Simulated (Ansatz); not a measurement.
# How well the gap of ZrSe3 (P2_1/m) can be computed

The study climbs from cheap functionals to G0W0 on ZrSe3 (P2_1/m) and then asks what each convergence step is worth.

Calculated with Ansatz 0.2.0; density functionals, hybrids, G0W0, plane waves, PAW.

## (1) The starting structure

Symmetry: P2_1/m, No. 11, monoclinic system. Conventional cell: a = 5.411 Å, b = 3.749 Å, c = 9.444 Å, α = 90.00°, β = 97.48°, γ = 90.00°. Nearest to Zr lie 8 Se at 2.72 to 2.87 Å. Nearest to Se lie 4 Zr at 2.72 to 2.87 Å. Nearest to Se lie 1 Se at 2.34 Å and 2 Zr at 2.73 Å. Nearest to Se lie 1 Se at 2.34 Å and 2 Zr at 2.74 Å. Farther neighbours and most contacts between anions are not listed.

The cell and positions come from the Crystallography Open Database and are kept as given unless a step says otherwise. The default PAW set here is soft_2. Its files were made with PBE.

## (2) r2SCAN bands

Levels along a band path, at the cheap level, show where the edges lie and whether the meshes to come will hold them.

This step: DFT, r2SCAN, plane waves, PAW.

The input, input.yaml:

```yaml
crystal:
  lattice:
    - [5.4109, 0.0, 0.0]
    - [0.0, 3.7488, 0.0]
    - [-1.2294209091, 0.0, 9.3636349901]
  atoms:
    - { symbol: Zr, position: [0.285, 0.25, 0.656] }
    - { symbol: Zr, position: [0.715, 0.75, 0.344] }
    - { symbol: Se, position: [0.762, 0.25, 0.554] }
    - { symbol: Se, position: [0.238, 0.75, 0.446] }
    - { symbol: Se, position: [0.456, 0.25, 0.174] }
    - { symbol: Se, position: [0.544, 0.75, 0.826] }
    - { symbol: Se, position: [0.888, 0.25, 0.169] }
    - { symbol: Se, position: [0.112, 0.75, 0.831] }
kpoints:
  mp_grid: { grid: [4, 6, 4] }
  band_path:
    path:
      - [0.0, 0.0, 0.0]
      - [0.0, 0.5, 0.0]
      - [0.0, 0.5, 0.5]
      - [0.0, 0.0, 0.5]
      - [0.0, 0.0, 0.0]
      - [-0.5, 0.0, 0.5]
      - [-0.5, 0.5, 0.5]
      - [0.0, 0.5, 0.0]
      - [-0.5, 0.5, 0.0]
      - [-0.5, 0.0, 0.0]
      - [0.0, 0.0, 0.0]
    npoints: 10
hamiltonian:
  xc: r2scan
scf:
  occupations: { method: fermi_dirac, width: 0.02 }
  n_extra_bands: 6
output:
  eigenvalues: true
  forces: true
  stress: true
  write_density: true
  write_potential: true
  elf: true
  volumetric_format: npy
```

Started as:

```
> ansatz run input.yaml --threads 3 --pin off --max-ram 92160MiB --backend cuda --events-out ev --progress --plain --runs-dir out --devices 1 --max-vram 13GiB
```

Numbers of over 12 decimals in the logs are rounded to 6 here.

Output:

```text
scf.n_extra_bands = 6 over 60 filled bands (N_el = 120.0): the run solves 66 bands
GPUs: using 1 of 1 available (devices: 1).
Engine: ansatz 0.2.0, x86_64-unknown-linux-gnu
Pseudopotentials: kind: paw
Pseudopotential: Zr, paw, valence charge 12, recommended cutoff 500 eV (meta_gga), Zr.paw.azcp
Pseudopotential: Se, paw, valence charge 16, recommended cutoff 500 eV (meta_gga), Se.paw.azcp
Functional definition: r2SCAN
  parameter k0 = 0.174
  parameter k1 = 0.065
  parameter a1 = 4.9479
  exchange = r2scan_x(k0 = k0, k1 = k1, a1 = a1)
  correlation = r2scan_c
device memory: the entry about to start is reckoned to put 4.8 GiB on a device that reports 42.6 GiB free (of which the cap on the GPU budget leaves the run 13.0 GiB)
GPU FFT provider: cuFFT
GPU libraries: cuBLAS 13.8.2, cuFFT 12.4.0, cuSOLVER 12.3.4
Crystal: 8 atoms, lattice volume = 189.936 Å³
Basis set: ecut = 500 eV, 4769 PW (Γ), exchange–correlation on 160×120×288 points (64 copies of the dense FFT grid, shifted against one another)
Bands: 66, of which v1, the nominal top of the filled ones, is band 60 counted from 1 (59 counted from 0)
Symmetry: 4 space group operations
Space group: P21/m (ITA 11), of the structure as read, at distance tolerance 5.7e-5 Å
k-points: 40 of 96
Non-local potential: Zr, projectors of the file, l = 0: 3, l = 1: 2, l = 2: 2, l = 3: 2
Non-local potential: Se, projectors of the file, l = 0: 2, l = 1: 2, l = 2: 3, l = 3: 1
PAW form: soft (Blöchl's): semilocal exchange-correlation on the pseudo side does not see the compensation charge
PAW frozen core: Zr, regenerated for the run's functional (the file was generated under x = pbe(κ = 0.804, μ = 0.219515), c = pbe(β = 0.066725))
PAW frozen core: Se, regenerated for the run's functional (the file was generated under x = pbe(κ = 0.804, μ = 0.219515), c = pbe(β = 0.066725))
PAW one-centre angular grid: Zr, 590 points (default); XC on 160 Gauss nodes
PAW one-centre angular grid: Se, 590 points (default); XC on 160 Gauss nodes
Initial density: superposition of atomic densities (neutral atoms: chi_scale 0, normalization atom), corrected by the library's trained network
Initial wavefunctions: pseudopotential atomic-orbital guess
GPU buffer pool allocated for 86400 grid points (all kernels)
GPU transforms: local potential: pruned to the plane-wave sphere, on 40×27×72; band sums: pruned to the plane-wave sphere, on 40×30×72
Functional: x = r2scan, c = r2scan; τ floored in thin density (d = 2e-4 eV/Å³)
SCF iter   1: F=—  HF=-41268.540897 eV  |F-HF|=—  |Δ(HF+E_count)|=         —  Δρ=9.48e-3  dr2=3.45e-1  dr2_τ=5.06e-2  ethr=1.77e-3  ⟨swp⟩=6.0  Hψ=9195  notcnv=0
preconditioner: auto → Resta (q_TF=auto, 2.527 Å⁻¹)  ε∞=5.6  [insulator: Δε(μ)=0.715 eV  Ē_g=8.326 eV  σ=0.020 eV  W_gap=1.00  n_scr=52 (ndim 8)  ℏωp=17.9 eV  f_vac=0.062  D(μ)=0.00/eV (n_scr^D=0)  ε∞_Penn≈5.6]
SCF iter   2: F=—  HF=-41268.620788 eV  |F-HF|=—  |Δ(HF+E_count)|=   7.99e-2  Δρ=3.98e-3  dr2=3.01e-2  dr2_τ=6.44e-3  ethr=2.87e-4  ⟨swp⟩=2.9  Hψ=4312  notcnv=0  defer=58
SCF iter   3: F=—  HF=-41268.626350 eV  |F-HF|=—  |Δ(HF+E_count)|=   5.56e-3  Δρ=1.79e-3  dr2=4.35e-3  dr2_τ=2.05e-4  ethr=2.51e-5  ⟨swp⟩=2.3  Hψ=5179  notcnv=0  defer=58
SCF iter   4: F=—  HF=-41268.628477 eV  |F-HF|=—  |Δ(HF+E_count)|=   2.13e-3  Δρ=4.79e-4  dr2=3.28e-4  dr2_τ=2.70e-5  ethr=3.62e-6  ⟨swp⟩=2.0  Hψ=3644  notcnv=0  defer=58
SCF iter   5: F=—  HF=-41268.628558 eV  |F-HF|=—  |Δ(HF+E_count)|=   8.12e-5  Δρ=1.36e-4  dr2=3.92e-5  dr2_τ=1.52e-6  ethr=2.73e-7  ⟨swp⟩=2.0  Hψ=4902  notcnv=0  defer=58
SCF iter   6: F=—  HF=-41268.628826 eV  |F-HF|=—  |Δ(HF+E_count)|=   2.67e-4  Δρ=3.49e-5  dr2=2.38e-6  dr2_τ=8.39e-8  ethr=3.27e-8  ⟨swp⟩=2.0  Hψ=3503  notcnv=0  defer=58
SCF iter   7: F=—  HF=-41268.628827 eV  |F-HF|=—  |Δ(HF+E_count)|=   1.60e-6  Δρ=9.05e-6  dr2=3.23e-7  dr2_τ=1.35e-8  ethr=1.99e-9  ⟨swp⟩=2.0  Hψ=4982  notcnv=0  defer=58
SCF iter   8: F=-41268.628827 eV  HF=-41268.628827 eV  |F-HF|=2.28e-8  |Δ(HF+E_count)|=   1.97e-8  Δρ=4.13e-6  dr2=4.93e-8  dr2_τ=2.05e-9  ethr=8.33e-11  ⟨swp⟩=13.8  Hψ=23762  notcnv=0
SCF 1 converged in 8 iterations: F = -41268.628827 eV  dr2 = 4.93e-8
[...]
device memory: the entry about to start is reckoned to put 3.1 GiB on a device that reports 49.7 GiB free (of which the cap on the GPU budget leaves the run 13.0 GiB)
NSCF: frozen V_eff on 101 k-points
SCF converged after 8 iterations
Free energy (F): -41268.628827 eV
Harris-Foulkes:  -41268.628827 eV  (|F-HF|=2.28e-8)
Internal energy: -41268.628827 eV  (E = F + TS)
E sigma→0 (E₀):  -41268.628827 eV
Fermi energy:    9.629217 eV
--- Per-component energies (eV) ---
  E_band       = -2554.559603
  E_kinetic    = 1381.404033
  E_local      = -16412.162734  (includes V_loc(G=0)·N_el)
  E_nonlocal   = -3415.423456
  E_hartree    = 7908.219720
  E_xc         = -905.715476
  E_vxc        = -1061.788868  (∫ρ·V_xc dr)
  E_paw        = -17490.620934  (= ΣΔE_a)
  E_vpaw       = 1081.467591  (= ΣTr[D̂ρ^β])
  E_aug_tail   = -0.001235  (compensation charges beyond the density's cutoff)
  E_vtau       = 55.503118  (kinetic-family band-sum trace: ∫τ·v_τ [+ j·A + Jᵃ·Aᵃ] dr)
  E_ewald      = -12323.410640
  E_core_change = -10.918105  (= ΣΔE_core)
  E_smearing   = -0.000000  (= −TS)
  E_closure    = 0.000000  (closes the sum)
  Σ components = -41268.628827   (vs F -41268.628827, Δ=0.00e0)
--- Forces (eV/Å), atoms counted from 1 ---
  atom   1  Zr     0.00472448    -0.00000000     0.05753335
  atom   2  Zr    -0.00472448     0.00000000    -0.05753335
  atom   3  Se     0.03667649    -0.00000000     0.11849655
  atom   4  Se    -0.03667649     0.00000000    -0.11849655
  atom   5  Se     0.00240637     0.00000000    -0.08506209
  atom   6  Se    -0.00240637    -0.00000000     0.08506209
  atom   7  Se     0.00914643     0.00000000    -0.10143219
  atom   8  Se    -0.00914643    -0.00000000     0.10143219
  max |Σ_I F_I| component: 6.94e-18 eV/Å
--- Stress (GPa, compression-positive) ---
        2.380048      -0.000000      -0.039721
       -0.000000       2.330263      -0.000000
       -0.039721      -0.000000       2.415520
  P = ⅓ Tr σ = 2.3753 GPa (23.753 kbar)
--- Band table (eV; the first three rows and the last of 40) ---
  k-point 0: bands = [... 56 lower, 8.6659, 8.7709, 9.2455, 9.3131, 10.4017, 10.7870, 12.3408, 12.6091, ... 2 higher]
  k-point 1: bands = [... 56 lower, 8.6678, 8.7651, 9.2284, 9.2674, 10.3092, 10.8963, 12.3484, 12.5879, ... 2 higher]
  k-point 2: bands = [... 56 lower, 8.6737, 8.7584, 9.2162, 9.2209, 10.2665, 10.9562, 12.3422, 12.5951, ... 2 higher]
  k-point 39: bands = [... 56 lower, 7.6450, 7.6450, 7.9290, 7.9290, 10.2480, 10.2480, 12.2484, 12.2484, ... 2 higher]
```

It took 28 s on 1 × NVIDIA H100 80GB HBM3 (shared by 6 runs) with 3 threads of AMD EPYC 7R13 (Zen 3), shared host; peak memory 1.5 GiB; 11 s of CPU time.

Numbers from this step:

```
pressure             : 2.375 GPa
filled bands         : 60
gap                  : 0.6335 eV
valence top at       : k = (-0.100, 0.000, 0.000)
conduction bottom at : Y_2
least direct gap     : 0.9285 eV
```

The gap is indirect, with the least direct gap 0.30 eV higher.

The electronic bands at the labelled points (eV, zero at the top of the highest nominally filled band):

| point | band 57 | band 58 | band 59 | band 60 | band 61 | band 62 | band 63 | band 64 |
| --- | --- | --- | --- | --- | --- | --- | --- | --- |
| Γ | -0.65 | -0.55 | -0.08 | -0.01 | 1.08 | 1.47 | 3.02 | 3.29 |
| halfway | -1.27 | -1.16 | -0.98 | -0.87 | 2.21 | 2.43 | 3.14 | 3.22 |
| Z | -1.71 | -1.71 | -1.12 | -1.12 | 2.85 | 2.85 | 3.25 | 3.25 |
| halfway | -1.80 | -1.80 | -1.12 | -1.12 | 2.87 | 2.87 | 3.25 | 3.25 |
| D | -1.91 | -1.91 | -1.11 | -1.11 | 2.88 | 2.88 | 3.25 | 3.25 |
| halfway | -1.18 | -1.08 | -0.94 | -0.89 | 2.07 | 2.62 | 3.10 | 3.27 |
| B | -0.65 | -0.56 | -0.10 | -0.10 | 0.95 | 1.64 | 3.02 | 3.27 |
| halfway | -0.65 | -0.56 | -0.09 | -0.05 | 0.99 | 1.58 | 3.03 | 3.27 |
| Γ | -0.65 | -0.55 | -0.08 | -0.01 | 1.08 | 1.47 | 3.02 | 3.29 |
| halfway | -0.83 | -0.56 | -0.51 | -0.09 | 1.23 | 1.57 | 2.17 | 2.52 |
| A | -1.41 | -0.82 | -0.44 | -0.41 | 0.67 | 0.89 | 1.57 | 1.67 |
| halfway | -1.30 | -1.16 | -1.04 | -0.95 | 0.73 | 0.92 | 2.52 | 2.61 |
| E | -1.68 | -1.68 | -1.39 | -1.39 | 0.93 | 0.93 | 2.93 | 2.93 |
| halfway | -1.55 | -1.55 | -1.25 | -1.25 | 2.64 | 2.64 | 2.83 | 2.83 |
| Z | -1.71 | -1.71 | -1.12 | -1.12 | 2.85 | 2.85 | 3.25 | 3.25 |
| halfway | -1.51 | -1.51 | -1.18 | -1.18 | 2.51 | 2.51 | 2.87 | 2.87 |
| C2 | -1.82 | -1.82 | -1.30 | -1.30 | 0.92 | 0.92 | 2.84 | 2.84 |
| halfway | -1.27 | -1.25 | -1.15 | -0.97 | 0.71 | 0.93 | 2.45 | 2.51 |
| Y2 | -0.90 | -0.49 | -0.37 | -0.30 | 0.63 | 0.97 | 1.55 | 1.63 |
| halfway | -0.53 | -0.49 | -0.35 | -0.06 | 1.28 | 1.52 | 2.18 | 2.58 |
| Γ | -0.65 | -0.55 | -0.08 | -0.01 | 1.08 | 1.47 | 3.02 | 3.29 |

Electrostatic potential energy in the ac plane at fractional y = 0.250, with atoms of Zr and Se within 0.2 Å of it. With pseudopotentials it is smooth inside the atoms' cores, unlike the true potential.

Ten even steps from '0' (-35 eV) to '9' (14 eV), each cell a mean:
```
999999999999999
999999999999999
999999999999999
999999999999999
999888899999999
998655789999999
985100378999999
872000168998899
861000278865568
874001588657657
887556888567757
998888998556658
999999999755689
999999999988899
999999999999999
999999999999999
999999988999999
789997556788655
579975665576565
479865775564677
589865665675676
799986556886555
999999889999888
999999999999999
```
Columns run along a (5.4 Å; values clipped at the 3rd and 97th percentile), rows up along c (9.4 Å). Atoms in or near the plane, at fractional coordinates: Zr at (0.28, 0.66), Se at (0.76, 0.55), Se at (0.46, 0.17), Se at (0.89, 0.17).

ELF in the ac plane at fractional y = 0.250, with atoms of Zr and Se within 0.2 Å of it. It is the smooth field of the valence electrons, not physical close to the nuclei.

Ten even steps from '0' (0.01) to '9' (0.88), each cell a mean:
```
000000000000110
000000000000000
000000000000000
001000000000000
011000011000000
001233100000000
003898610123331
117736821578876
428737825998999
626888428985689
611332138851388
300000037864687
100110015788874
000000003688751
000000001244310
100000233211233
620014787523688
851047898645799
862268656656667
862377314666313
962488656777547
951499997667899
820389986347999
200035541014676
```
Columns run along a (5.4 Å), rows up along c (9.4 Å). Atoms in or near the plane, at fractional coordinates: Zr at (0.28, 0.66), Se at (0.76, 0.55), Se at (0.46, 0.17), Se at (0.89, 0.17).

## (3) LDA

Another semilocal functional, at almost no cost, to see the spread among them.

This step: DFT, LDA, plane waves, PAW.

Edit input.yaml of step 2 so:

```diff
@@ -22,14 +22,12 @@
       - [0.0, 0.0, 0.5]
-      - [0.0, 0.0, 0.0]
       - [-0.5, 0.0, 0.5]
       - [-0.5, 0.5, 0.5]
-      - [0.0, 0.5, 0.0]
       - [-0.5, 0.5, 0.0]
       - [-0.5, 0.0, 0.0]
-      - [0.0, 0.0, 0.0]
-    npoints: 10
+      - [-0.1, 0.0, 0.0]
+    npoints: 1
 hamiltonian:
-  xc: r2scan
+  xc: lda
 scf:
-  occupations: { method: fermi_dirac, width: 0.02 }
+  occupations: { method: fixed }
   n_extra_bands: 6
@@ -39,5 +37 @@
   stress: true
-  write_density: true
-  write_potential: true
-  elf: true
-  volumetric_format: npy
```

Output:

```text
[...]
GPUs: using 1 of 1 available (devices: 1).
[...]
GPU FFT provider: cuFFT
GPU libraries: cuBLAS 13.8.2, cuFFT 12.4.0, cuSOLVER 12.3.4
Crystal: 8 atoms, lattice volume = 189.936 Å³
Basis set: ecut = 420 eV, 3689 PW (Γ)
Bands: 66, of which v1, the nominal top of the filled ones, is band 60 counted from 1 (59 counted from 0)
Symmetry: 4 space group operations
[...]
k-point 0: bands = [... 56 lower, 8.6299, 8.7359, 9.1926, 9.3111, 9.9580, 10.3269, 11.9546, 12.1432, ... 2 higher]
  k-point 1: bands = [... 56 lower, 8.6218, 8.7304, 9.1763, 9.2634, 9.8440, 10.4416, 11.9730, 12.1043, ... 2 higher]
  k-point 2: bands = [... 56 lower, 8.6273, 8.7239, 9.1638, 9.2150, 9.8003, 10.4934, 11.9632, 12.1124, ... 2 higher]
  k-point 39: bands = [... 56 lower, 7.6452, 7.6452, 7.8944, 7.8944, 9.8633, 9.8633, 11.8289, 11.8289, ... 2 higher]
[key lines of the parts left out:]
SCF converged after 8 iterations
Free energy (F): -40463.171716 eV
Fermi energy:    9.311110 eV
P = ⅓ Tr σ = -2.3734 GPa (-23.734 kbar)
```

Elapsed: 12 s, on 1 × NVIDIA H100 80GB HBM3 (shared by 6 runs) with 3 threads; peak memory 0.98 GiB.

Numbers from this step:

```yaml
pressure: -2.373 GPa
gap: 0.2851 eV
valence_top_at: k = (-0.100, 0.000, 0.000)
conduction_bottom_at: k = (-0.500, 0.167, 0.000)
least_direct_gap: 0.5805 eV
```

The gap stands −0.35 eV against r2SCAN, and the conduction bottom moves to (-0.500, 0.167, 0.000).

## (4) r2SCAN+SOC

Spin-orbit coupling can split or shift the edges; a non-collinear run measures by how much.

This step: DFT, r2SCAN with spin-orbit coupling, plane waves, PAW.

Edit input.yaml of step 3 so:

```diff
@@ -29,6 +29,9 @@
 hamiltonian:
-  xc: lda
+  xc: r2scan
 scf:
-  occupations: { method: fixed }
-  n_extra_bands: 6
+  occupations: { method: fermi_dirac, width: 0.02 }
+  n_extra_bands: 12
+magnetization:
+  noncollinear: true
+  spin_orbit: true
 output:
```

Output:

```text
[...]
GPUs: using 1 of 1 available (devices: 1).
[...]
non-collinear run that drives no moment, with spin-orbit: no starting moment large enough to seed its density (crystal.atoms[].spin), no starting occupations that ask for one, no magnetisation constraint and no magnetic field, so the semilocal B_xc is pinned to zero
[...]
k-point 1: bands = [... 116 lower, 9.1612, 9.1612, 9.3619, 9.3619, 10.3107, 10.3107, 10.8967, 10.8967, ... 8 higher]
  k-point 2: bands = [... 116 lower, 9.1227, 9.1227, 9.3307, 9.3307, 10.2687, 10.2687, 10.9564, 10.9564, ... 8 higher]
  k-point 39: bands = [... 116 lower, 7.9392, 7.9392, 7.9392, 7.9392, 10.2507, 10.2507, 10.2507, 10.2507, ... 8 higher]
[key lines of the parts left out:]
SCF converged after 14 iterations
Magnetization: |M| = 0.0000 μB,  M = (+0.0000, +0.0000, +0.0000) μB
Free energy (F): -41238.878615 eV
Fermi energy:    9.674305 eV
P = ⅓ Tr σ = 2.3912 GPa (23.912 kbar)
```

Elapsed: 33 s, on 1 × NVIDIA H100 80GB HBM3 (shared by 6 runs) with 3 threads; peak memory 1.5 GiB.

Numbers from this step:

| Item | Value |
| --- | --- |
| pressure | 2.391 GPa |
| gap | 0.5641 eV |
| valence top at | Γ |
| conduction bottom at | Y_2 |
| least direct gap | 0.8832 eV |

The gap stands −0.07 eV against r2SCAN.

## (5) HSE06

HSE06 mixes in a quarter of exact exchange at short range. Exchange couples all pairs of k points, which makes a full band path dear, so levels are read on the mesh and at chosen points.

This step: DFT, HSE06, plane waves, PAW.

Edit input.yaml of step 4 so:

```diff
@@ -15,3 +15,3 @@
 kpoints:
-  mp_grid: { grid: [4, 6, 4] }
+  mp_grid: { grid: [4, 4, 2] }
   band_path:
@@ -29,12 +29,11 @@
 hamiltonian:
-  xc: r2scan
+  xc: hse06
 scf:
-  occupations: { method: fermi_dirac, width: 0.02 }
-  n_extra_bands: 12
-magnetization:
-  noncollinear: true
-  spin_orbit: true
+  occupations: { method: fixed }
+  n_extra_bands: 6
 output:
   eigenvalues: true
-  forces: true
-  stress: true
+  write_density: true
+  write_potential: true
+  elf: true
+  volumetric_format: npy
```

Output:

```text
[...]
GPUs: using 1 of 1 available (devices: 1).
[...]
davidson cushion auto → on  (no smearing: the cushion is to keep the highest requested band from converging to the state above it; pin scf.eigensolver.cushion to override)
[...]
GPU FFT provider: cuFFT
GPU libraries: cuBLAS 13.8.2, cuFFT 12.4.0, cuSOLVER 12.3.4
Crystal: 8 atoms, lattice volume = 189.936 Å³
Basis set: ecut = 420 eV, 3689 PW (Γ)
[...]
Fermi energy:    9.103526 eV
[...]
--- Band table (eV; the first three rows and the last of 18) ---
  k-point 0: bands = [... 56 lower, 8.4013, 8.4789, 9.0534, 9.1035, 10.5553, 11.0324, 12.6643, 12.9597, ... 2 higher]
  k-point 1: bands = [... 56 lower, 8.3781, 8.4653, 9.0088, 9.0222, 10.4286, 11.1884, 12.6685, 12.9417, ... 2 higher]
  k-point 2: bands = [... 56 lower, 7.7237, 7.8093, 7.9973, 8.1651, 11.8089, 12.0676, 12.7948, 12.8340, ... 2 higher]
  k-point 17: bands = [... 56 lower, 7.3298, 7.3298, 7.5852, 7.5852, 10.5162, 10.5162, 12.5140, 12.5140, ... 2 higher]
[key lines of the parts left out:]
Free energy (F): -41204.713386 eV
```

It took 50 s on 1 × NVIDIA H100 80GB HBM3 (shared by 6 runs) with 3 threads; peak memory 1.6 GiB; 86 s of CPU time.

Numbers from this step:

```yaml
gap: 1.056 eV
valence_top_at: k = (-0.100, 0.000, 0.000)
conduction_bottom_at: Y_2
least_direct_gap: 1.403 eV
```

The gap stands +0.42 eV against r2SCAN.

## (6) PBE0

PBE0 keeps its quarter of exact exchange at all distances, which suits crystals with ε∞ near 4 best.

This step: DFT, PBE0, plane waves, PAW.

Edit input.yaml of step 5 so:

```diff
@@ -29,3 +29,3 @@
 hamiltonian:
-  xc: hse06
+  xc: pbe0
 scf:
@@ -35,5 +35 @@
   eigenvalues: true
-  write_density: true
-  write_potential: true
-  elf: true
-  volumetric_format: npy
```

Output:

```text
[...]
GPUs: using 1 of 1 available (devices: 1).
[...]
GPU FFT provider: cuFFT
GPU libraries: cuBLAS 13.8.2, cuFFT 12.4.0, cuSOLVER 12.3.4
Crystal: 8 atoms, lattice volume = 189.936 Å³
Basis set: ecut = 420 eV, 3689 PW (Γ)
Bands: 66, of which v1, the nominal top of the filled ones, is band 60 counted from 1 (59 counted from 0)
Symmetry: 4 space group operations
[...]
k-points: 18 of 32
[...]
Fermi energy:    8.759732 eV
[...]
--- Band table (eV; the first three rows and the last of 18) ---
  k-point 0: bands = [... 56 lower, 8.0545, 8.1149, 8.7198, 8.7597, 10.9014, 11.3804, 13.0281, 13.3287, ... 2 higher]
  k-point 1: bands = [... 56 lower, 8.0154, 8.1009, 8.6632, 8.6882, 10.7704, 11.5425, 13.0328, 13.3131, ... 2 higher]
  k-point 2: bands = [... 56 lower, 7.3563, 7.4365, 7.6248, 7.8111, 12.1703, 12.4296, 13.1642, 13.1884, ... 2 higher]
  k-point 17: bands = [... 56 lower, 6.9618, 6.9618, 7.2120, 7.2120, 10.8581, 10.8581, 12.8688, 12.8688, ... 2 higher]
[key lines of the parts left out:]
Free energy (F): -41203.758445 eV
```

Elapsed: 49 s, on 1 × NVIDIA H100 80GB HBM3 (shared by 6 runs) with 3 threads; peak memory 1.6 GiB; 76 s of CPU time.

This step gave:

```yaml
gap: 1.722 eV
valence_top_at: k = (-0.100, 0.000, 0.000)
conduction_bottom_at: Y_2
least_direct_gap: 2.077 eV
```

The gap stands +1.09 eV against r2SCAN.

(Part 1 of 3 ends here.)

[Paths, hosts, dates, memory and timing lines, banners, echoed tables and standing remarks are left out of the program output.]

[Logs are printed without paths, hosts, clocks, repeated set-up lines and the standing remarks that a program may print on its own settings, such as how far it seeks lower states.]

[Runs of the session that timed out or met a known fault of the program may be left out.]

[Cells called generated may have been cut or substituted from an entry of the Crystallography Open Database or the Materials Project.]

[Hosts, paths, dates, database ids (printed as entryN), source tags and the programs' standing remarks are cut or masked in the printed files.]
